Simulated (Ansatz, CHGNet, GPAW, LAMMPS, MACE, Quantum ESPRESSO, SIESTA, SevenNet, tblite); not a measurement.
# Which run comes nearest? 48Ga2O3-52ZnO (mol %) with crystalline order left by the classical run (93 atoms)

Density of this cell: 5.82 g/cm³. The cell holds 93 atoms: 26 Ga, 14 Zn and 53 O. Cell: a = 10.069 Å, b = 10.069 Å, c = 10.069 Å, α = 90.0°, β = 90.0°, γ = 90.0°. 93 atoms (26 Fe, 14 Zn, 53 O) placed at random at 4.69 g/cm³, melted at 5000 K for 10 ps at fixed volume with the Morse and Coulomb pair potential with partial charges (Pedone, Malavasi, Menziani, Cormack and Segre, J. Phys. Chem. B 110, 11780 (2006)). Quenched from 5000 K to 300 K at 20 K/ps and fixed volume, held 10 ps at zero pressure, then minimised at fixed cell. Then Fe was replaced by Ga and the cell scaled by 1.005 (the potential has no terms for the new elements, so the cell is a start for a DFT relaxation).

Geometry: as built.

The reference, a calculation:

| Property | Result |
| --- | --- |
| method | Kohn-Sham DFT, PBE, PAW, plane waves (Ansatz 0.2.0); cutoff 420 eV, Γ point, fermi-dirac smearing of 0.05 eV; PAW set soft_2 |
| r.m.s. force component | 0.3635 eV/Å |
| longest force | 1.381 eV/Å |
| pressure | 4.147 GPa |
| gap (highest filled to lowest empty level) | 0.8332 eV |
| SCF cycles | 10 |
| time | 25 s on 4 threads of Arm Neoverse V2, shared host |
| CPU time | 96 s |

Runs, in no order:
A. MACE MP-0b3 medium potential: machine-learned interatomic potential MACE MP-0b3 medium, trained on PBE(+U) plane-wave data
B. SIESTA PBE, SZ, shift 0.02 Ry, mesh 500 Ry: Kohn-Sham DFT, PBE, PseudoDojo 0.4.1 norm-conserving pseudopotentials (converted to PSML), numerical atomic orbitals (SZ), diagonalisation
C. SIESTA PBE, DZP, shift 0.01 Ry, mesh 500 Ry: Kohn-Sham DFT, PBE, PseudoDojo 0.4.1 norm-conserving pseudopotentials (converted to PSML), numerical atomic orbitals (DZP), diagonalisation
D. QE PBE, sssp-1.3.0-efficiency, 60/480 Ry: Kohn-Sham DFT, PBE, SSSP efficiency 1.3.0 pseudopotentials, plane waves
E. GPAW PBE, LCAO dzp, h 0.18 Å, other mixer settings: Kohn-Sham DFT, PBE, PAW, atomic orbitals (dzp)

Q: Order them from the smallest to the largest r.m.s. force difference.

D, A, C, E, B.

```
                                                  run  Δ force, r.m.s. (meV/Å)  share of r.m.s. force (%)  CPU time
          D. QE PBE, sssp-1.3.0-efficiency, 60/480 Ry                     18.1                       4.97    34 min
                      A. MACE MP-0b3 medium potential                     65.5                       18.0     9.1 s
       C. SIESTA PBE, DZP, shift 0.01 Ry, mesh 500 Ry                      119                       32.8    11 min
E. GPAW PBE, LCAO dzp, h 0.18 Å, other mixer settings                      347                       95.4     7 min
        B. SIESTA PBE, SZ, shift 0.02 Ry, mesh 500 Ry                      501                        138   1.9 min
```

Machine-learned potentials mimic data converged in k, so the reference's own k-point error enters their differences. The network of bonds at the start is that of the classical potential that made the cell, and needn't be the one that DFT or experiment would give. The electronic-structure runs sample only Γ, in a cell whose shortest periodic width is 10 Å.

[Logs are printed without paths, hosts, clocks, repeated set-up lines and the standing remarks that a program may print on its own settings, such as how far it seeks lower states.]

[Hosts, paths, dates, database ids (printed as entryN), source tags and the programs' standing remarks are cut or masked in the printed files.]
